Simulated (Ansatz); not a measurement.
## Cs3P (model cell, started as anti-ReO3 type): from the cell to its phonons

How does Cs3P (model cell, started as anti-ReO3 type) vibrate, and is this structure a minimum?

Program: Ansatz 0.2.0. Level of theory: DFT PBEsol, scalar-relativistic, plane waves, PAW. Results are calculated unless marked as measured.

The structure was built from a prototype and need not be the compound's stable phase.

## 1. The starting structure

It takes space group Pm-3m (No. 221, cubic). The conventional cell has a = 6.516 Å, b = 6.516 Å, c = 6.516 Å, α = 90.00°, β = 90.00°, γ = 90.00°. Nearest to P lie 6 Cs at 3.26 Å. Nearest to Cs lie 2 P at 3.26 Å. Farther neighbours are not listed.

Structure file:

```cif
data_structure
_symmetry_space_group_name_H-M 'Pm-3m'
_symmetry_Int_Tables_number 221
_cell_length_a 6.5160
_cell_length_b 6.5160
_cell_length_c 6.5160
_cell_angle_alpha 90.000
_cell_angle_beta 90.000
_cell_angle_gamma 90.000
_cell_volume 276.66
loop_
_atom_site_label
_atom_site_type_symbol
_atom_site_symmetry_multiplicity
_atom_site_Wyckoff_symbol
_atom_site_fract_x
_atom_site_fract_y
_atom_site_fract_z
_atom_site_occupancy
P1 P 1 a 0.00000 0.00000 0.00000 1
Cs1 Cs 3 d 0.50000 0.00000 0.00000 1
```

## 2. Bringing the structure to rest

Harmonic phonons are second derivatives at a point where the forces vanish, and they are wanted at zero stress, so atoms and cell are relaxed first.

Input file input.yaml:

```yaml
crystal:
  lattice:
    - [6.516, 0.0, 0.0]
    - [0.0, 6.516, 0.0]
    - [0.0, 0.0, 6.516]
  atoms:
    - { symbol: P, position: [0.0, 0.0, 0.0] }
    - { symbol: Cs, position: [0.5, 0.0, 0.0] }
    - { symbol: Cs, position: [0.0, 0.5, 0.0] }
    - { symbol: Cs, position: [0.0, 0.0, 0.5] }
kpoints:
  mp_grid: { grid: [6, 6, 6] }
hamiltonian:
  xc: pbesol
scf:
  occupations: { method: gaussian, width: 0.1 }
output:
  forces: true
  stress: true
  eigenvalues: true
  write_density: true
  write_potential: true
  elf: true
  volumetric_format: npy
relax:
  adjacent_minimum: "off"
  f_tol: 0.005
  max_steps: 80
  cell: { stress_tol: 0.05 }
```

On the command line:

```console
$ ansatz run input.yaml --threads 4 --pin off --max-ram 7168MiB --backend cpu --events-out ev --progress --plain --runs-dir out
```

Numbers of over 12 decimals in the logs are rounded to 6 here.

Log:

```text
Engine: ansatz 0.2.0, aarch64-unknown-linux-gnu
Pseudopotentials: kind: paw
Pseudopotential: P, paw, valence charge 5, recommended cutoff 420 eV (normal), P.paw.azcp
Pseudopotential: Cs, paw, valence charge 9, recommended cutoff 420 eV (normal), Cs.paw.azcp
Functional definition: PBEsol
  exchange = pbesol_x
  correlation = pbesol_c
Crystal: 4 atoms, lattice volume = 276.658 Å³
Basis set: ecut = 420 eV, 5449 PW (Γ), exchange–correlation on 90×90×90 points (8 copies of the dense FFT grid, shifted against one another)
Bands: 20, of which v1, the nominal top of the filled ones, is band 16 counted from 1 (15 counted from 0)
Symmetry: 48 space group operations
Space group: Pm-3m (ITA 221), of the structure as read, at distance tolerance 6.5e-5 Å
k-points: 20 of 216
Non-local potential: P, projectors of the file, l = 0: 2, l = 1: 2, l = 2: 2
Non-local potential: Cs, projectors of the file, l = 0: 3, l = 1: 2, l = 2: 2, l = 3: 2
PAW form: soft (Blöchl's): semilocal exchange-correlation on the pseudo side does not see the compensation charge
PAW frozen core: P, regenerated for the run's functional, and the local potential with it (the file was generated under x = pbe(κ = 0.804, μ = 0.219515), c = pbe(β = 0.066725))
PAW frozen core: Cs, regenerated for the run's functional, and the local potential with it (the file was generated under x = pbe(κ = 0.804, μ = 0.219515), c = pbe(β = 0.066725))
PAW one-centre angular grid: P, 110 points (default); XC on 64 Gauss nodes
PAW one-centre angular grid: Cs, 194 points (default); XC on 64 Gauss nodes
Initial density: superposition of atomic densities (neutral atoms: chi_scale 0, normalization atom), corrected by the library's trained network
Initial wavefunctions: pseudopotential atomic-orbital guess
Functional: x = pbesol(κ = 0.804, μ = 0.123457), c = pbesol(β = 0.046)
SCF iter   1: F=—  HF=-17497.410374 eV  |F-HF|=—  |Δ(HF+E_count)|=         —  Δρ=6.02e-3  dr2=5.09e-1  ethr=1.77e-3  ⟨swp⟩=8.6  Hψ=2328  notcnv=0
preconditioner: auto → LDOS  [metal: Δε(μ)=0.034 eV  Ē_g=8.621 eV  σ=0.100 eV  W_gap=0.19  n_scr=26 (ndim 8)  ℏωp=11.4 eV  f_vac=0.253  D(μ)=6.52/eV (n_scr^D=32)  β→1.0]
SCF iter   2: F=—  HF=-17497.360868 eV  |F-HF|=—  |Δ(HF+E_count)|=   4.95e-2  Δρ=3.04e-3  dr2=1.23e-1  ethr=1.59e-3  ⟨swp⟩=1.4  Hψ=569  notcnv=0
SCF iter   3: F=—  HF=-17497.342503 eV  |F-HF|=—  |Δ(HF+E_count)|=   1.84e-2  Δρ=5.72e-4  dr2=2.87e-3  ethr=3.85e-4  ⟨swp⟩=1.9  Hψ=487  notcnv=0
SCF iter   4: F=—  HF=-17497.342434 eV  |F-HF|=—  |Δ(HF+E_count)|=   6.92e-5  Δρ=1.29e-4  dr2=1.01e-4  ethr=8.97e-6  ⟨swp⟩=2.0  Hψ=488  notcnv=0
SCF iter   5: F=—  HF=-17497.342469 eV  |F-HF|=—  |Δ(HF+E_count)|=   3.56e-5  Δρ=3.62e-5  dr2=7.95e-6  ethr=3.14e-7  ⟨swp⟩=3.1  Hψ=850  notcnv=0
SCF iter   6: F=—  HF=-17497.342446 eV  |F-HF|=—  |Δ(HF+E_count)|=   2.31e-5  Δρ=1.03e-5  dr2=1.28e-6  ethr=2.48e-8  ⟨swp⟩=2.0  Hψ=655  notcnv=0
SCF iter   7: F=-17497.342446 eV  HF=-17497.342446 eV  |F-HF|=2.58e-8  |Δ(HF+E_count)|=   1.24e-7  Δρ=2.36e-6  dr2=8.82e-8  ethr=3.13e-10  ⟨swp⟩=12.6  Hψ=3305  notcnv=0
SCF 1 converged in 7 iterations: F = -17497.342446 eV  dr2 = 8.82e-8
  greatest PAW one-centre occupation: 0.929 electrons in one spin orbital (limit 2), on the Cs atom at site 3 (counted from 0), in its partial waves of l = 0
relax step   1: F+E_penalty+E_count = -17497.34244646 eV  Δ(F+E_penalty+E_count) = +0.000e0 eV  max|allowed force component| = 5.111e-30 eV/Å  Δτ_max = 0.0000 Å  P = +1.546 GPa  Ω = 276.658 Å³  (7 SCF iters, dr2 threshold 1.00e-7 eV, accepted)
Crystal: 4 atoms, lattice volume = 295.818 Å³
Basis set: ecut = 420 eV, 5743 PW (Γ), exchange–correlation on 90×90×90 points (8 copies of the dense FFT grid, shifted against one another)
Initial density: handed on by an earlier stage of this run
Initial wavefunctions: those handed on with the density
iter 1 solved again at ethr=2.18e-4 eV; its pass at ethr=3.10e-3 eV (dr2=6.97e-2 eV) is discarded
SCF iter   1: F=—  HF=-17497.494801 eV  |F-HF|=—  |Δ(HF+E_count)|=         —  Δρ=2.12e-3  dr2=7.00e-2  ethr=2.18e-4  ⟨swp⟩=2.0  Hψ=2638  notcnv=0
preconditioner: auto → LDOS  [metal: Δε(μ)=0.038 eV  Ē_g=8.666 eV  σ=0.100 eV  W_gap=0.21  n_scr=26 (ndim 8)  ℏωp=11.0 eV  f_vac=0.263  D(μ)=6.17/eV (n_scr^D=32)  β→1.0]
SCF iter   2: F=—  HF=-17497.487292 eV  |F-HF|=—  |Δ(HF+E_count)|=   7.51e-3  Δρ=9.42e-4  dr2=1.24e-2  ethr=2.18e-4  ⟨swp⟩=1.3  Hψ=417  notcnv=0
SCF iter   3: F=—  HF=-17497.485552 eV  |F-HF|=—  |Δ(HF+E_count)|=   1.74e-3  Δρ=1.90e-4  dr2=4.29e-4  ethr=3.88e-5  ⟨swp⟩=2.0  Hψ=443  notcnv=0
SCF iter   4: F=—  HF=-17497.485547 eV  |F-HF|=—  |Δ(HF+E_count)|=   4.48e-6  Δρ=6.57e-5  dr2=4.85e-5  ethr=1.34e-6  ⟨swp⟩=2.2  Hψ=555  notcnv=0
SCF iter   5: F=—  HF=-17497.485527 eV  |F-HF|=—  |Δ(HF+E_count)|=   2.09e-5  Δρ=1.03e-5  dr2=1.57e-6  ethr=1.52e-7  ⟨swp⟩=2.0  Hψ=490  notcnv=0
SCF iter   6: F=-17497.485527 eV  HF=-17497.485527 eV  |F-HF|=8.55e-9  |Δ(HF+E_count)|=   1.27e-7  Δρ=1.56e-6  dr2=1.32e-8  ethr=1.25e-9  ⟨swp⟩=14.6  Hψ=3364  notcnv=0
SCF 2 converged in 6 iterations: F = -17497.485527 eV  dr2 = 1.32e-8
relax step   2: F+E_penalty+E_count = -17497.48552674 eV  Δ(F+E_penalty+E_count) = -1.431e-1 eV  max|allowed force component| = 2.268e-30 eV/Å  Δτ_max = 0.0000 Å  P = +0.883 GPa  Ω = 295.818 Å³  energy of the carried Pulay correction = -2.408e-4 eV  (6 SCF iters, dr2 threshold 4.00e-7 eV, accepted)
Crystal: 4 atoms, lattice volume = 325.780 Å³
Basis set: ecut = 420 eV, 6403 PW (Γ), exchange–correlation on 90×90×90 points (8 copies of the dense FFT grid, shifted against one another)
iter 1 solved again at ethr=4.87e-4 eV; its pass at ethr=3.10e-3 eV (dr2=1.56e-1 eV) is discarded
SCF iter   1: F=—  HF=-17497.595248 eV  |F-HF|=—  |Δ(HF+E_count)|=         —  Δρ=2.88e-3  dr2=1.55e-1  ethr=4.87e-4  ⟨swp⟩=1.2  Hψ=2505  notcnv=0
preconditioner: auto → LDOS  [metal: Δε(μ)=0.026 eV  Ē_g=8.621 eV  σ=0.100 eV  W_gap=0.15  n_scr=32 (ndim 8)  ℏωp=10.5 eV  f_vac=0.304  D(μ)=6.63/eV (n_scr^D=32)  β→1.0]
SCF iter   2: F=—  HF=-17497.580346 eV  |F-HF|=—  |Δ(HF+E_count)|=   1.49e-2  Δρ=1.25e-3  dr2=2.74e-2  ethr=4.85e-4  ⟨swp⟩=1.6  Hψ=418  notcnv=0
SCF iter   3: F=—  HF=-17497.576941 eV  |F-HF|=—  |Δ(HF+E_count)|=   3.40e-3  Δρ=2.52e-4  dr2=8.42e-4  ethr=8.56e-5  ⟨swp⟩=2.0  Hψ=447  notcnv=0
SCF iter   4: F=—  HF=-17497.576931 eV  |F-HF|=—  |Δ(HF+E_count)|=   1.00e-5  Δρ=8.09e-5  dr2=7.47e-5  ethr=2.63e-6  ⟨swp⟩=2.3  Hψ=529  notcnv=0
SCF iter   5: F=—  HF=-17497.576915 eV  |F-HF|=—  |Δ(HF+E_count)|=   1.58e-5  Δρ=1.36e-5  dr2=3.18e-6  ethr=2.33e-7  ⟨swp⟩=2.1  Hψ=496  notcnv=0
SCF iter   6: F=-17497.576915 eV  HF=-17497.576915 eV  |F-HF|=2.70e-8  |Δ(HF+E_count)|=   3.60e-7  Δρ=3.14e-6  dr2=5.13e-8  ethr=1.25e-9  ⟨swp⟩=15.4  Hψ=3642  notcnv=0
SCF 3 converged in 6 iterations: F = -17497.576915 eV  dr2 = 5.13e-8
  greatest PAW one-centre occupation: 0.928 electrons in one spin orbital (limit 2), on the Cs atom at site 3 (counted from 0), in its partial waves of l = 0
relax step   3: F+E_penalty+E_count = -17497.57691536 eV  Δ(F+E_penalty+E_count) = -9.139e-2 eV  max|allowed force component| = 9.335e-30 eV/Å  Δτ_max = 0.0000 Å  P = +0.149 GPa  Ω = 325.780 Å³  energy of the carried Pulay correction = -5.867e-4 eV  (6 SCF iters, dr2 threshold 4.00e-7 eV, accepted)
[...]
relax step   4: F+E_penalty+E_count = -17497.58029895 eV  Δ(F+E_penalty+E_count) = -3.384e-3 eV  max|allowed force component| = 5.520e-30 eV/Å  Δτ_max = 0.0000 Å  P = -0.024 GPa  Ω = 334.964 Å³  energy of the carried Pulay correction = -6.861e-4 eV  (6 SCF iters, dr2 threshold 5.51e-8 eV, accepted)
Basis set: ecut = 420 eV, 6619 PW (Γ), exchange–correlation on 96×96×96 points (8 copies of the dense FFT grid, shifted against one another)
Initial wavefunctions: pseudopotential atomic-orbital guess (no wavefunctions were taken with the density)
iter 1 solved again at ethr=1.58e-7 eV; its pass at ethr=3.10e-3 eV (dr2=5.06e-5 eV) is discarded
SCF iter   1: F=—  HF=-17497.583432 eV  |F-HF|=—  |Δ(HF+E_count)|=         —  Δρ=7.98e-5  dr2=2.37e-6  ethr=1.58e-7  ⟨swp⟩=5.2  Hψ=3722  notcnv=0
preconditioner: auto → LDOS  [metal: Δε(μ)=0.030 eV  Ē_g=8.672 eV  σ=0.100 eV  W_gap=0.16  n_scr=32 (ndim 8)  ℏωp=10.3 eV  f_vac=0.288  D(μ)=5.65/eV (n_scr^D=26)  β→1.0]
SCF iter   2: F=—  HF=-17497.583544 eV  |F-HF|=—  |Δ(HF+E_count)|=   1.12e-4  Δρ=3.02e-6  dr2=2.10e-8  ethr=7.42e-9  ⟨swp⟩=2.5  Hψ=681  notcnv=0
SCF iter   3: F=—  HF=-17497.583544 eV  |F-HF|=—  |Δ(HF+E_count)|=   3.80e-8  Δρ=4.87e-7  dr2=1.84e-9  ethr=6.56e-11  ⟨swp⟩=2.7  Hψ=768  notcnv=0
SCF iter   4: F=—  HF=-17497.583544 eV  |F-HF|=—  |Δ(HF+E_count)|=  2.33e-10  Δρ=1.32e-7  dr2=2.98e-10  ethr=5.74e-12  ⟨swp⟩=2.8  Hψ=686  notcnv=0
SCF iter   5: F=—  HF=-17497.583544 eV  |F-HF|=—  |Δ(HF+E_count)|=  6.55e-11  Δρ=8.79e-8  dr2=1.47e-10  ethr=1.00e-12  ⟨swp⟩=2.1  Hψ=504  notcnv=0
SCF iter   6: F=-17497.583544 eV  HF=-17497.583544 eV  |F-HF|=1.09e-11  |Δ(HF+E_count)|=  7.28e-12  Δρ=2.83e-8  dr2=1.05e-11  ethr=1.00e-12  ⟨swp⟩=9.3  Hψ=2466  notcnv=0
SCF 5 converged in 6 iterations: F = -17497.583544 eV  dr2 = 1.05e-11
relax step   5: F+E_penalty+E_count = -17497.58354368 eV  Δ(F+E_penalty+E_count) = -3.245e-3 eV  max|allowed force component| = 5.140e-30 eV/Å  Δτ_max = 0.0000 Å  P = -0.005 GPa  Ω = 334.964 Å³  stress off target by 4.61e-3 GPa  SCF on the basis re-selected at this cell (its energy is not comparable with the rows above)  (6 SCF iters)
basis re-selected at this cell: Δ(F+E_penalty+E_count) = -3.245e-3 eV, ΔP = +0.019 GPa vs the last step (what re-selecting the basis moved, of the pressure what is left beyond the Pulay correction that the steps carried, after the strain that the cell walked since its last selection, with what the two solves' SCF thresholds leave and, on support functions, any second-order correction that the steps lacked; it is no measure of the basis error at this ecutwfc). The dense FFT grid was sized anew with the basis: this SCF ran on 48×48×48 points, the steps before it on 45×45×45, so part of this shift can come from that change (see relax.cell in the input reference). [rest of the remark cut]
SCF converged after 6 iterations
Free energy (F): -17497.583544 eV
Harris-Foulkes:  -17497.583544 eV  (|F-HF|=1.09e-11)
Internal energy: -17497.555300 eV  (E = F + TS)
E sigma→0 (E₀):  -17497.569422 eV
Entropy (-TS):   -0.028244 eV (-7.061 meV/atom)
Fermi energy:    2.423597 eV
--- Per-component energies (eV) ---
  E_band       = -254.452768
  E_kinetic    = 494.960992
  E_local      = -1492.769487  (includes V_loc(G=0)·N_el)
  E_nonlocal   = 127.695198
  E_hartree    = 562.546075
  E_xc         = -577.126560
  E_vxc        = -436.511305  (∫ρ·V_xc dr)
  E_paw        = -15504.683332  (= ΣΔE_a)
  E_vpaw       = -72.920367  (= ΣTr[D̂ρ^β])
  E_aug_tail   = -0.000001  (compensation charges beyond the density's cutoff)
  E_ewald      = -1108.656762
  E_core_change = 0.478576  (= ΣΔE_core)
  E_smearing   = -0.028244  (= −TS)
  E_closure    = -0.000000  (closes the sum)
  Σ components = -17497.583544   (vs F -17497.583544, Δ=0.00e0)
--- Forces (eV/Å), atoms counted from 1 ---
  atom   1  P     -0.00000000    -0.00000000     0.00000000
  atom   2  Cs    -0.00000000    -0.00000000    -0.00000000
  atom   3  Cs    -0.00000000     0.00000000     0.00000000
  atom   4  Cs    -0.00000000     0.00000000     0.00000000
  max |Σ_I F_I| component: 6.79e-30 eV/Å
--- Stress (GPa, compression-positive) ---
       -0.004608      -0.000000       0.000000
        0.000000      -0.004608       0.000000
        0.000000       0.000000      -0.004608
  P = ⅓ Tr σ = -0.0046 GPa (-0.046 kbar)
--- Band table (eV; the first three rows and the last of 20) ---
  k-point 0: bands = [... 12 lower, -5.6628, 1.6914, 2.5059, 2.5059, 2.5059, 3.6951, 3.6951, 4.3181]
  k-point 1: bands = [... 12 lower, -5.5580, 1.7456, 2.2997, 2.4695, 2.4695, 3.6180, 3.8274, 4.3585]
  k-point 2: bands = [... 12 lower, -5.3625, 1.6199, 2.2972, 2.4040, 2.4040, 3.2504, 4.1811, 4.3989]
  k-point 19: bands = [... 12 lower, -4.7356, 1.2917, 1.2917, 1.2917, 3.0123, 4.2439, 4.2439, 4.2439]
--- Relaxed structure (4 steps of the walk, 4 accepted, 1 SCFs on fresh bases) ---
  F+E_penalty+E_count = -17497.58354368 eV   max|allowed force component| = 5.140e-30 eV/Å   (the final SCF, on the basis selected at the relaxed cell)
  cell:  # Å, volume = 334.9640 Å³
    - [6.944901, 0, 0]
    - [0, 6.944901, 0.0]
    - [0, 0.0, 6.944901]
  atoms:
    - { symbol: P, position: [0, 0, 0] }
    - { symbol: Cs, position: [0.5, 0, 0] }
    - { symbol: Cs, position: [0, 0.5, 0] }
    - { symbol: Cs, position: [0, 0, 0.5] }
```

The job ended after 15 s (4 threads of Arm Neoverse V1, shared host; peak memory 0.67 GiB).

The steps of the relaxation:

```
step  energy less that of the first step (eV)  largest force component (eV/Å)  pressure (GPa)  volume (Å³)
   1                                   0.0000                          0.0000            1.55       276.66
   2                                  -0.1431                          0.0000            0.88       295.82
   3                                  -0.2345                          0.0000            0.15       325.78
   4                                  -0.2379                          0.0000           -0.02       334.96
  5*                                  -0.2411                          0.0000            0.00       334.96
```

Relaxation steps marked * repeat the geometry before them on a plane-wave basis chosen anew for their cell, so energy and pressure can jump there.

Forces are held to the 48 operations that the run works with; a distortion that breaks them can't arise in this run.

```
conventional cell, symmetrised  before  after   change
                         a (Å)   6.516  6.945   +6.6 %
                         b (Å)   6.516  6.945   +6.6 %
                         c (Å)   6.516  6.945   +6.6 %
              volume (Å³/atom)   69.16  83.74  +21.1 %
```

Final coordinates:

```xyz
4
Lattice="6.9449 0.0000 0.0000 0.0000 6.9449 0.0000 0.0000 0.0000 6.9449" Properties=species:S:1:pos:R:3 pbc="T T T"
P     0.0000    0.0000    0.0000
Cs    3.4725    0.0000    0.0000
Cs    0.0000    3.4725    0.0000
Cs    0.0000    0.0000    3.4725
```

This step gave:

| Quantity | Value |
| --- | --- |
| pressure | -0.004608 GPa |
| volume per atom | 83.74 Å³ |
| gap on the k-mesh | 0 eV |

Valence density in the ac plane at fractional y = 0.000, with atoms of P and Cs within 0.2 Å of it. It is the smooth field of the valence electrons, not physical close to the nuclei.

Values in e/Å³, 10 rows by 16 columns, each cell a mean:
```
0.5 0.6 0.4 0.1 0.1 0.3 0.9 0.9 0.8 1.0 0.6 0.1 0.1 0.2 0.5 0.5
0.3 0.2 0.1 0.1 0.0 0.1 0.3 0.5 0.5 0.4 0.1 0.1 0.1 0.1 0.2 0.3
0.1 0.1 0.1 0.0 0.0 0.0 0.0 0.0 0.0 0.0 0.0 0.0 0.0 0.0 0.1 0.1
0.8 0.6 0.2 0.1 0.0 0.0 0.0 0.0 0.0 0.0 0.0 0.0 0.0 0.1 0.4 0.7
0.5 1.0 0.7 0.2 0.0 0.0 0.0 0.0 0.0 0.0 0.0 0.0 0.1 0.4 1.0 0.7
0.8 1.0 0.6 0.1 0.0 0.0 0.0 0.0 0.0 0.0 0.0 0.0 0.1 0.3 0.9 0.9
0.5 0.3 0.1 0.0 0.0 0.0 0.0 0.0 0.0 0.0 0.0 0.0 0.0 0.1 0.2 0.4
0.1 0.1 0.1 0.0 0.0 0.0 0.0 0.1 0.1 0.1 0.0 0.0 0.0 0.1 0.1 0.1
0.5 0.4 0.2 0.1 0.1 0.1 0.4 0.7 0.8 0.6 0.2 0.1 0.1 0.1 0.3 0.4
0.3 0.6 0.4 0.2 0.1 0.4 1.0 0.7 0.5 1.0 0.7 0.2 0.1 0.3 0.6 0.4
```
Columns run along a (6.9 Å), rows up along c (6.9 Å). Atoms in or near the plane, at fractional coordinates: P at (0.00, 0.00), Cs at (0.50, 0.00), Cs at (0.00, 0.50).

Electrostatic potential energy in the ac plane at fractional y = 0.000, with atoms of P and Cs within 0.2 Å of it. With pseudopotentials it is smooth inside the atoms' cores, unlike the true potential.

Values in eV, 10 rows by 16 columns, each cell a mean:
```
-27 -19   0   5   4  -4 -20 -23 -22 -23 -12   2   5   4 -10 -25
  0   3   5   6   5   2  -3  -9 -11  -6   0   4   6   6   4   1
  3   4   5   5   5   4   3   2   2   3   3   4   5   5   4   3
-17 -11  -2   2   3   4   4   4   4   4   4   4   3   0  -7 -15
-21 -24 -15  -1   2   3   4   4   4   4   4   3   1  -7 -23 -22
-22 -23 -12   0   3   4   4   4   4   4   4   3   1  -5 -20 -23
 -9  -5   1   3   4   4   4   3   3   4   4   4   3   2  -2  -8
  4   5   5   5   5   4   2   1   1   2   3   4   5   5   5   4
 -8  -1   5   6   5   1  -8 -16 -17 -12  -2   3   5   6   2  -6
-29 -24  -3   5   3  -6 -22 -22 -21 -24 -15   1   5   3 -15 -28
```
Columns run along a (6.9 Å; values clipped at the 3rd and 97th percentile), rows up along c (6.9 Å). Atoms in or near the plane, at fractional coordinates: P at (0.00, 0.00), Cs at (0.50, 0.00), Cs at (0.00, 0.50).

ELF in the ac plane at fractional y = 0.000, with atoms of P and Cs within 0.2 Å of it. It is the smooth field of the valence electrons, not physical close to the nuclei.

Ten even steps from '0' (0.01) to '9' (0.87), each cell a mean:
```
0598317961389416982
7998315998898215998
9987303799995115899
6655201478752014556
1111100023310001111
4320000000000000124
9974100000000002589
8998300000000015998
1699510000000037983
0499610000000038981
4898400000000027996
9996200000000004799
7642000000000001357
1110000001100000011
3333200246531012333
8876302689984015788
9997314999997215899
3798316984699316995
0398317940189416970
```
Columns run along a (6.9 Å), rows up along c (6.9 Å). Atoms in or near the plane, at fractional coordinates: P at (0.00, 0.00), Cs at (0.50, 0.00), Cs at (0.00, 0.50).

In this step the volume went from 69.16 to 83.74 Å³/atom.

## 3. Bringing the structure to rest

The relaxation is repeated from its end on the same settings, as a check that it has come to rest.

input.yaml, the sections that differ from step 2:

```yaml
crystal:
  lattice:
    - [6.9449009463, 0.0, 0.0]
    - [0.0, 6.9449009463, 0.0]
    - [0.0, 0.0, 6.9449009463]
  atoms:
    - { symbol: P, position: [0.0, 0.0, 0.0] }
    - { symbol: Cs, position: [0.5, 0.0, 0.0] }
    - { symbol: Cs, position: [0.0, 0.5, 0.0] }
    - { symbol: Cs, position: [0.0, 0.0, 0.5] }
output:
  forces: true
  stress: true
  eigenvalues: true
# kpoints, hamiltonian, scf, relax: as in step 2
```

Log:

```text
[...]
Crystal: 4 atoms, lattice volume = 334.964 Å³
Basis set: ecut = 420 eV, 6619 PW (Γ), exchange–correlation on 96×96×96 points (8 copies of the dense FFT grid, shifted against one another)
Bands: 20, of which v1, the nominal top of the filled ones, is band 16 counted from 1 (15 counted from 0)
Symmetry: 48 space group operations
[...]
k-points: 20 of 216
[...]
--- Relaxed structure (1 steps of the walk, 1 accepted, 1 SCFs on fresh bases) ---
[...]
cell:  # Å, volume = 334.9640 Å³
    - [6.9449009463, 0.0, 0.0]
    - [0.0, 6.9449009463, 0.0]
    - [0.0, 0.0, 6.9449009463]
  atoms:
    - { symbol: P, position: [0.0, 0.0, 0.0] }
    - { symbol: Cs, position: [0.5, 0.0, 0.0] }
    - { symbol: Cs, position: [0.0, 0.5, 0.0] }
    - { symbol: Cs, position: [0.0, 0.0, 0.5] }
[key lines of the parts left out:]
SCF converged after 5 iterations
Free energy (F): -17497.583544 eV
Fermi energy:    2.423594 eV
P = ⅓ Tr σ = -0.0046 GPa (-0.046 kbar)
```

The job ended after 6.3 s (4 threads; peak memory 0.66 GiB; 23 s of CPU time).

Little changed from the start: no atom moved by 0.005 Å and no cell edge by 0.1 %.

Numbers from this step:

| Quantity | Value |
| --- | --- |
| pressure | -0.004609 GPa |

In this step the volume went from 83.74 to 83.74 Å³/atom.

[end of part 1 of 2]

[Logs are printed without paths, hosts, clocks, repeated set-up lines and the standing remarks that a program may print on its own settings, such as how far it seeks lower states.]

[Hosts, paths, dates, database ids (printed as entryN), source tags and the programs' standing remarks are cut or masked in the printed files.]
